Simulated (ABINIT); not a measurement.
**Te2Mo (P6_3/mmc): G0W0 in ABINIT against the wavefunction cutoff in GW**

Aim: move the wavefunction cutoff in GW of a G0W0 run on Te2Mo (P6_3/mmc) over a wide range.

Program: ABINIT 10.8.3. Level of theory: PBE and many-body steps on it, plane waves. Results are calculated unless marked as measured.

## Step 1: Starting point

The structure is hexagonal, space group P6_3/mmc (No. 194). The conventional cell has a = 3.518 Å, b = 3.518 Å, c = 13.974 Å, α = 90.00°, β = 90.00°, γ = 120.00°. Te has 3 Mo at 2.72 Å nearest. Nearest to Mo lie 6 Te at 2.72 Å. Farther neighbours and most contacts between anions are not listed.

Structure file:

```cif
data_structure
_symmetry_space_group_name_H-M 'P 1'
_symmetry_Int_Tables_number 1
_cell_length_a 3.5182
_cell_length_b 3.5182
_cell_length_c 13.9736
_cell_angle_alpha 90.000
_cell_angle_beta 90.000
_cell_angle_gamma 120.000
_cell_volume 149.79
loop_
_atom_site_label
_atom_site_type_symbol
_atom_site_fract_x
_atom_site_fract_y
_atom_site_fract_z
_atom_site_occupancy
Te1 Te 0.33333 0.66667 0.62100 1
Te2 Te 0.66667 0.33333 0.12100 1
Te3 Te 0.33333 0.66667 0.87900 1
Te4 Te 0.66667 0.33333 0.37900 1
Mo5 Mo 0.33333 0.66667 0.25000 1
Mo6 Mo 0.66667 0.33333 0.75000 1
```

The cell and positions come from the Crystallography Open Database and are kept as given unless a step says otherwise. Spin-orbit coupling is left out unless a step names it.

## Step 2: Screening, 3×3×1 mesh, 132 bands, screening to 106.1 eV

This step: ABINIT 10.8.3; RPA screening on PBE, plane waves, norm-conserving pseudopotentials.

The RPA dielectric matrix is built and inverted for each q.

run.abi

```
acell 3*1.0 Angstrom
rprim 
  3.518200000003 -0.000000000001 0.000000000000
  -1.759100000001 3.046850575598 0.000000000000
  0.000000000000 0.000000000000 13.973600000000
ntypat 2
znucl 52 42
natom 6
typat 1 1 1 1 2 2
xred 
  0.333333333333 0.666666666667 0.621000000000
  0.666666666667 0.333333333333 0.121000000000
  0.333333333333 0.666666666667 0.879000000000
  0.666666666667 0.333333333333 0.379000000000
  0.333333333333 0.666666666667 0.250000000000
  0.666666666667 0.333333333333 0.750000000000
pp_dirpath "pseudos"
pseudos "Te.upf, Mo.upf"
ecut 36
ngkpt 3 3 1
nshiftk 1
shiftk 0 0 0
kptopt 1
chksymbreak 0
istwfk *1
occopt 1
irdwfk 1
optdriver 3
nband 132
ecuteps 3.9
inclvkb 2
awtr 1
symchi 1
ecutwfn 10.8
indata_prefix "in"
outdata_prefix "out"
tmpdata_prefix "tmp"
```

Command:

```console
$ OMP_NUM_THREADS=1 mpirun -n 8 abinit run.abi > log
```

The log of the run:

```text
.Version 10.8.3 of ABINIT. v10.8.2 released Aug 2026.

 Symmetries : space group P6_3/m m c (#194); Bravais hP (primitive hexag.)
[... echo of the input left out ...]
== DATASET  1 ==================================================================
-   mpi_nproc: 8, omp_nthreads: 1 (-1 if OMP is not activated)

--- !DatasetInfo
iteration_state: {dtset: 1, }
dimensions: {natom: 6, nkpt: 3, mband: 132, nsppol: 1, nspinor: 1, nspden: 1, mpw: 1755, }
cutoff_energies: {ecut:  10.8, pawecutdg:  -1.0, }
electrons: {nelect:   9.20000000E+01, charge:   0.00000000E+00, occopt:   1.00000000E+00, tsmear:   1.00000000E-02, }

 SCREENING: Calculation of the susceptibility and dielectric matrices

 Based on a program developped by R.W. Godby, V. Olevano, G. Onida, and L. Reining.
 Incorporated in ABINIT by V. Olevano, G.-M. Rignanese, and M. Torrent.
.Using double precision arithmetic ; gwpc =  8

[... cell and pseudopotentials left out ...]
--------------------------------------------------------------------------------

 ==== K-mesh for the wavefunctions ====
 Number of points in the irreducible wedge :     3
[... list of points left out ...]
 Together with 24 symmetry operations and time-reversal symmetry
 yields     9 points in the full Brillouin Zone.

 ==== Q-mesh for the screening function ====
 Number of points in the irreducible wedge :     3
[... list of points left out ...]
 Together with 24 symmetry operations and time-reversal symmetry
 yields     9 points in the full Brillouin Zone.

 setmesh: FFT mesh size selected  =    15x   15x   64
          total number of points  =        14400

 vcoul_init : cutoff-mode = AUXILIARY_FUNCTION
 q-points for optical limit:   1
     1)      0.000010    0.000020    0.000030

- screening: taking advantage of time-reversal symmetry
- Maximum band index for partially occupied states nbvw = 46
- Remaining bands to be divided among processors   nbcw = 86
- Number of bands treated by each node ~10

 Number of electrons calculated from density =   88.2746; Expected =   92.0000
 average of density, n =  0.087329
 r_s =    1.3982
 omega_plasma =   28.5059 [eV]

 calculating chi0 at frequencies [eV] :
  1    0.000000E+00    0.000000E+00
  2    0.000000E+00    2.850593E+01

--------------------------------------------------------------------------------
  q-point number  1        q = ( 0.000000, 0.000000, 0.000000) [r.l.u.]
--------------------------------------------------------------------------------
[... chi0 elements left out ...]
 For q-point:  0.000010 0.000020 0.000030
  dielectric constant =  20.5420
  dielectric constant without local fields =  23.1511

  Average fulfillment of the sum rule on Im[epsilon] for q-point    1 :     61.16  [%]
[... wings left out ...]
  q-point number  2        q = ( 0.333333, 0.000000, 0.000000) [r.l.u.]
--------------------------------------------------------------------------------
[... chi0 elements left out ...]
  Average fulfillment of the sum rule on Im[epsilon] for q-point    2 :     53.35  [%]

 [... 1 further q-points ...]
```

Elapsed: 16 s, on 8 MPI ranks of Intel Xeon Platinum 8488C (Sapphire Rapids), shared host; peak memory 0.98 GiB; 2 min of CPU time.

This step gave:

```yaml
eps_infinity_with_local_fields_on_this_mesh_along_the_program_s_q_direction: 20.54
the_same_without_local_fields: 23.15
plasma_frequency: 28.51 eV
plane_waves_in_the_screening_matrix: 341
```

Local fields lower ε∞ by 11 %. On a Γ-centred mesh this coarse the value itself is usually too large, while a short band sum pulls it down.

## Step 3: 10.8 Ha

This step: G0W0 on PBE, plane waves, norm-conserving pseudopotentials.

run.abi, as its differences from that of step 2:

```diff
@@ -27,8 +27,17 @@
 irdwfk 1
-optdriver 3
+optdriver 4
 nband 132
+gwcalctyp 0
+ecutsigx 10.8
+symsigma 1
+nkptgw 2
+kptgw 
+  0.0000000000 0.0000000000 0.0000000000
+  0.3333333333 0.3333333333 0.0000000000
+bdgw 
+  45 48
+  45 48
 ecuteps 3.9
-inclvkb 2
-awtr 1
-symchi 1
+irdscr 1
+ppmodel 1
 ecutwfn 10.8
```

The log of the run:

```text
.Version 10.8.3 of ABINIT. v10.8.2 released Aug 2026.

 Symmetries : space group P6_3/m m c (#194); Bravais hP (primitive hexag.)
[... echo of the input left out ...]
== DATASET  1 ==================================================================
-   mpi_nproc: 8, omp_nthreads: 1 (-1 if OMP is not activated)

--- !DatasetInfo
iteration_state: {dtset: 1, }
dimensions: {natom: 6, nkpt: 3, mband: 132, nsppol: 1, nspinor: 1, nspden: 1, mpw: 1755, }
cutoff_energies: {ecut:  10.8, pawecutdg:  -1.0, }
electrons: {nelect:   9.20000000E+01, charge:   0.00000000E+00, occopt:   1.00000000E+00, tsmear:   1.00000000E-02, }

 SIGMA: Calculation of the GW corrections

 Based on a program developped by R.W. Godby, V. Olevano, G. Onida, and L. Reining.
 Incorporated in ABINIT by V. Olevano, G.-M. Rignanese, and M. Torrent.
.Using double precision arithmetic ; gwpc =  8

[... cell and pseudopotentials left out ...]
--------------------------------------------------------------------------------

 ==== K-mesh for the wavefunctions ====
 Number of points in the irreducible wedge :     3
[... list of points left out ...]
 Together with 24 symmetry operations and time-reversal symmetry
 yields     9 points in the full Brillouin Zone.

 ==== Q-mesh for screening function ====
 Number of points in the irreducible wedge :     3
[... list of points left out ...]
 Together with 24 symmetry operations and time-reversal symmetry
 yields     9 points in the full Brillouin Zone.

 vcoul_init : cutoff-mode = AUXILIARY_FUNCTION
 q-points for optical limit:   1
     1)      0.000010    0.000020    0.000030
 setmesh: FFT mesh size selected  =    18x   18x   80
          total number of points  =        25920

 Number of electrons calculated from density =   88.2746; Expected =   92.0000
 average of density, n =  0.087329
 r_s =    1.3982
 omega_plasma =   28.5059 [eV]

 === KS Band Gaps ===
  >>>> For spin  1
   Minimum direct gap =   1.0377 [eV], located at k-point      :   0.3333  0.3333  0.0000
   Fundamental gap    =   0.9565 [eV], Top of valence bands at :   0.0000  0.0000  0.0000
                                       Bottom of conduction at :   0.3333  0.3333  0.0000
 SIGMA fundamental parameters:
 PLASMON POLE MODEL  1
 number of plane-waves for SigmaX                 1683
 number of plane-waves for SigmaC and W            341
 number of plane-waves for wavefunctions          1683
 number of bands                                   132
 number of independent spin polarizations            1
 number of spinorial components                      1
 number of k-points in IBZ                           3
 number of q-points in IBZ                           3
 number of symmetry operations                      24
 number of k-points in BZ                            9
 number of q-points in BZ                            9
 number of frequencies for dSigma/dE                 9
 frequency step for dSigma/dE [eV]                0.25
 number of omega for Sigma on real axis              0
 max omega for Sigma on real axis  [eV]           0.00
 zcut for avoiding poles [eV]                     0.10

 EPSILON^-1 parameters (SCR file):
 dimension of the eps^-1 matrix on file            341
 dimension of the eps^-1 matrix used               341
 number of plane-waves for wavefunctions          1683
 number of bands                                   132
 number of q-points in IBZ                           3
 number of frequencies                               2
 number of real frequencies                          1
 number of imag frequencies                          1

 matrix elements of self-energy operator (all in [eV])

 Perturbative Calculation

--- !SelfEnergy_ee
iteration_state: {dtset: 1, }
kpoint     : [   0.000,    0.000,    0.000, ]
spin       : 1
KS_gap     :    2.886
QP_gap     :    2.635
Delta_QP_KS:   -0.251
data: !SigmaeeData |
     Band     E0 <VxcDFT>   SigX SigC(E0)      Z dSigC/dE  Sig(E)    E-E0       E
       45   7.652 -12.659 -15.485   2.219   0.798  -0.254 -13.143  -0.484   7.168
       46   7.987 -15.889 -16.496   1.355   0.775  -0.291 -15.310   0.579   8.566
       47  10.873 -14.183 -10.698  -3.070   0.791  -0.265 -13.855   0.328  11.201
       48  10.873 -14.183 -10.698  -3.070   0.791  -0.265 -13.855   0.328  11.201

--- !SelfEnergy_ee
iteration_state: {dtset: 1, }
kpoint     : [   0.333,    0.333,    0.000, ]
spin       : 1
KS_gap     :    1.038
QP_gap     :    1.568
Delta_QP_KS:    0.531
data: !SigmaeeData |
     Band     E0 <VxcDFT>   SigX SigC(E0)      Z dSigC/dE  Sig(E)    E-E0       E
       45   7.669 -15.347 -16.330   1.777   0.771  -0.297 -14.734   0.613   8.282
       46   7.906 -16.048 -16.967   1.783   0.770  -0.299 -15.382   0.665   8.571
       47   8.943 -16.820 -11.907  -3.350   0.766  -0.306 -15.624   1.196  10.139
       48   8.943 -16.820 -11.907  -3.350   0.766  -0.306 -15.624   1.196  10.139

== END DATASET(S) ==============================================================
================================================================================

 -outvars: echo values of variables after computation  --------
           etotal      0.0000000000E+00
            nband         132
             nkpt           3
          spgroup         194
 [... the other variables as echoed above ...]

 Calculation completed.
```

Wall time 7.8 s (8 MPI ranks); peak memory 0.86 GiB; 58 s of CPU time.

Numbers from this step:

* G0W0 gap on the points computed: 1.568 eV
* starting gap on the mesh: 0.9565 eV
* k of the valence top: 0.3333, 0.3333, 0
* k of the conduction bottom: 0.3333, 0.3333, 0
* Z at the valence top: 0.77
* Z at the conduction bottom: 0.766
* least direct G0W0 gap on the computed points: 1.568 eV

## Step 4: Screening, 3×3×1 mesh, 132 bands, screening to 106.1 eV

This step: RPA screening on PBE, plane waves, norm-conserving pseudopotentials.

run.abi, as its differences from that of step 3:

```diff
@@ -27,18 +27,9 @@
 irdwfk 1
-optdriver 4
+optdriver 3
 nband 132
-gwcalctyp 0
-ecutsigx 10.8
-symsigma 1
-nkptgw 2
-kptgw 
-  0.0000000000 0.0000000000 0.0000000000
-  0.3333333333 0.3333333333 0.0000000000
-bdgw 
-  45 48
-  45 48
 ecuteps 3.9
-irdscr 1
-ppmodel 1
-ecutwfn 10.8
+inclvkb 2
+awtr 1
+symchi 1
+ecutwfn 18
 indata_prefix "in"
```

The log of the run:

```text
.Version 10.8.3 of ABINIT. v10.8.2 released Aug 2026.

 Symmetries : space group P6_3/m m c (#194); Bravais hP (primitive hexag.)
[... echo of the input left out ...]
== DATASET  1 ==================================================================
-   mpi_nproc: 8, omp_nthreads: 1 (-1 if OMP is not activated)

--- !DatasetInfo
iteration_state: {dtset: 1, }
dimensions: {natom: 6, nkpt: 3, mband: 132, nsppol: 1, nspinor: 1, nspden: 1, mpw: 3703, }
cutoff_energies: {ecut:  18.0, pawecutdg:  -1.0, }
electrons: {nelect:   9.20000000E+01, charge:   0.00000000E+00, occopt:   1.00000000E+00, tsmear:   1.00000000E-02, }

 SCREENING: Calculation of the susceptibility and dielectric matrices

 Based on a program developped by R.W. Godby, V. Olevano, G. Onida, and L. Reining.
 Incorporated in ABINIT by V. Olevano, G.-M. Rignanese, and M. Torrent.
.Using double precision arithmetic ; gwpc =  8

[... cell and pseudopotentials left out ...]
--------------------------------------------------------------------------------

 ==== K-mesh for the wavefunctions ====
 Number of points in the irreducible wedge :     3
[... list of points left out ...]
 Together with 24 symmetry operations and time-reversal symmetry
 yields     9 points in the full Brillouin Zone.

 ==== Q-mesh for the screening function ====
 Number of points in the irreducible wedge :     3
[... list of points left out ...]
 Together with 24 symmetry operations and time-reversal symmetry
 yields     9 points in the full Brillouin Zone.

 setmesh: FFT mesh size selected  =    24x   24x   80
          total number of points  =        46080

 vcoul_init : cutoff-mode = AUXILIARY_FUNCTION
 q-points for optical limit:   1
     1)      0.000010    0.000020    0.000030

- screening: taking advantage of time-reversal symmetry
- Maximum band index for partially occupied states nbvw = 46
- Remaining bands to be divided among processors   nbcw = 86
- Number of bands treated by each node ~10

 Number of electrons calculated from density =   91.6848; Expected =   92.0000
 average of density, n =  0.090703
 r_s =    1.3807
 omega_plasma =   29.0513 [eV]

 calculating chi0 at frequencies [eV] :
  1    0.000000E+00    0.000000E+00
  2    0.000000E+00    2.905132E+01

--------------------------------------------------------------------------------
  q-point number  1        q = ( 0.000000, 0.000000, 0.000000) [r.l.u.]
--------------------------------------------------------------------------------
[... chi0 elements left out ...]
 For q-point:  0.000010 0.000020 0.000030
  dielectric constant =  20.5593
  dielectric constant without local fields =  23.1641

  Average fulfillment of the sum rule on Im[epsilon] for q-point    1 :     56.14  [%]
[... wings left out ...]
  q-point number  2        q = ( 0.333333, 0.000000, 0.000000) [r.l.u.]
--------------------------------------------------------------------------------
[... chi0 elements left out ...]
  Average fulfillment of the sum rule on Im[epsilon] for q-point    2 :     51.58  [%]

 [... 1 further q-points ...]
```

Run time: 29 s. Hardware: 8 MPI ranks; peak memory 1.9 GiB; 3.8 min of CPU time.

This step gave:

| Quantity | Value |
| --- | --- |
| ε∞ with local fields, on this mesh, along the program's q direction | 20.56 |
| the same without local fields | 23.16 |
| plasma frequency | 29.05 eV |
| plane waves in the screening matrix | 341 |

## Step 5: 18 Ha

The self-energy is evaluated for the states that the input lists, and the levels follow from it, in one-shot runs by the linearised quasiparticle equation.

This step: G0W0 on PBE, plane waves, norm-conserving pseudopotentials.

run.abi, as its differences from that of step 4:

```diff
@@ -27,8 +27,17 @@
 irdwfk 1
-optdriver 3
+optdriver 4
 nband 132
+gwcalctyp 0
+ecutsigx 18
+symsigma 1
+nkptgw 2
+kptgw 
+  0.0000000000 0.0000000000 0.0000000000
+  0.3333333333 0.3333333333 0.0000000000
+bdgw 
+  45 48
+  45 48
 ecuteps 3.9
-inclvkb 2
-awtr 1
-symchi 1
+irdscr 1
+ppmodel 1
 ecutwfn 18
```

The log of the run:

```text
.Version 10.8.3 of ABINIT. v10.8.2 released Aug 2026.

 Symmetries : space group P6_3/m m c (#194); Bravais hP (primitive hexag.)
[... echo of the input left out ...]
== DATASET  1 ==================================================================
-   mpi_nproc: 8, omp_nthreads: 1 (-1 if OMP is not activated)

--- !DatasetInfo
iteration_state: {dtset: 1, }
dimensions: {natom: 6, nkpt: 3, mband: 132, nsppol: 1, nspinor: 1, nspden: 1, mpw: 3703, }
cutoff_energies: {ecut:  18.0, pawecutdg:  -1.0, }
electrons: {nelect:   9.20000000E+01, charge:   0.00000000E+00, occopt:   1.00000000E+00, tsmear:   1.00000000E-02, }

 SIGMA: Calculation of the GW corrections

 Based on a program developped by R.W. Godby, V. Olevano, G. Onida, and L. Reining.
 Incorporated in ABINIT by V. Olevano, G.-M. Rignanese, and M. Torrent.
.Using double precision arithmetic ; gwpc =  8

[... cell and pseudopotentials left out ...]
--------------------------------------------------------------------------------

 ==== K-mesh for the wavefunctions ====
 Number of points in the irreducible wedge :     3
[... list of points left out ...]
 Together with 24 symmetry operations and time-reversal symmetry
 yields     9 points in the full Brillouin Zone.

 ==== Q-mesh for screening function ====
 Number of points in the irreducible wedge :     3
[... list of points left out ...]
 Together with 24 symmetry operations and time-reversal symmetry
 yields     9 points in the full Brillouin Zone.

 vcoul_init : cutoff-mode = AUXILIARY_FUNCTION
 q-points for optical limit:   1
     1)      0.000010    0.000020    0.000030
 setmesh: FFT mesh size selected  =    24x   24x  108
          total number of points  =        62208

 Number of electrons calculated from density =   91.6848; Expected =   92.0000
[...]
number of omega for Sigma on real axis              0
 max omega for Sigma on real axis  [eV]           0.00
 zcut for avoiding poles [eV]                     0.10

 EPSILON^-1 parameters (SCR file):
 dimension of the eps^-1 matrix on file            341
 dimension of the eps^-1 matrix used               341
 number of plane-waves for wavefunctions          3699
 number of bands                                   132
 number of q-points in IBZ                           3
 number of frequencies                               2
 number of real frequencies                          1
 number of imag frequencies                          1

 matrix elements of self-energy operator (all in [eV])

 Perturbative Calculation

--- !SelfEnergy_ee
iteration_state: {dtset: 1, }
kpoint     : [   0.000,    0.000,    0.000, ]
spin       : 1
KS_gap     :    2.886
QP_gap     :    2.691
Delta_QP_KS:   -0.195
data: !SigmaeeData |
     Band     E0 <VxcDFT>   SigX SigC(E0)      Z dSigC/dE  Sig(E)    E-E0       E
       45   7.652 -12.556 -15.436   2.211   0.799  -0.252 -13.090  -0.534   7.118
       46   7.987 -15.973 -16.744   1.333   0.775  -0.291 -15.538   0.436   8.423
       47  10.873 -14.150 -10.755  -3.091   0.792  -0.263 -13.909   0.241  11.113
[...]
--- !SelfEnergy_ee
iteration_state: {dtset: 1, }
kpoint     : [   0.333,    0.333,    0.000, ]
spin       : 1
KS_gap     :    1.038
QP_gap     :    1.566
Delta_QP_KS:    0.528
data: !SigmaeeData |
     Band     E0 <VxcDFT>   SigX SigC(E0)      Z dSigC/dE  Sig(E)    E-E0       E
[...]
47   8.943 -16.958 -12.244  -3.388   0.766  -0.306 -15.942   1.016   9.959
       48   8.943 -16.958 -12.244  -3.388   0.766  -0.306 -15.942   1.016   9.959

== END DATASET(S) ==============================================================
================================================================================

 -outvars: echo values of variables after computation  --------
           etotal      0.0000000000E+00
            nband         132
             nkpt           3
          spgroup         194
 [... the other variables as echoed above ...]

 Calculation completed.
```

It took 7.9 s on 8 MPI ranks; peak memory 1.2 GiB; 58 s of CPU time.

Numbers from this step:

* G0W0 gap on the points computed: 1.536 eV
* starting gap on the mesh: 0.9565 eV
* k of the valence top: 0, 0, 0
* k of the conduction bottom: 0.3333, 0.3333, 0
* Z at the valence top: 0.775
* Z at the conduction bottom: 0.766
* least direct G0W0 gap on the computed points: 1.566 eV

The gap on the mesh goes from 0.96 eV to 1.54 eV, a correction of +0.58 eV.

(Part 1 of 2 ends here.)

[Paths, hosts, dates, memory and timing lines, banners, echoed tables and standing remarks are left out of the program output.]

[Logs are printed without paths, hosts, clocks, repeated set-up lines and the standing remarks that a program may print on its own settings, such as how far it seeks lower states.]

[Runs of the session that timed out or met a known fault of the program may be left out.]

[No measured gap is set beside runs whose start may be inverted or whose files or cutoffs have a known fault.]

[Hosts, paths, dates, database ids (printed as entryN), source tags and the programs' standing remarks are cut or masked in the printed files.]

[G0W0 gaps are taken among the corrected bands and points alone; a level outside them can change the order at an edge.]

[Where Ansatz stands beside ABINIT at settings called matched, ABINIT's density can come from a denser mesh and the files from another edition; pairs whose starting gaps differed by over 0.03 eV were left out, so agreement reads better than it is.]
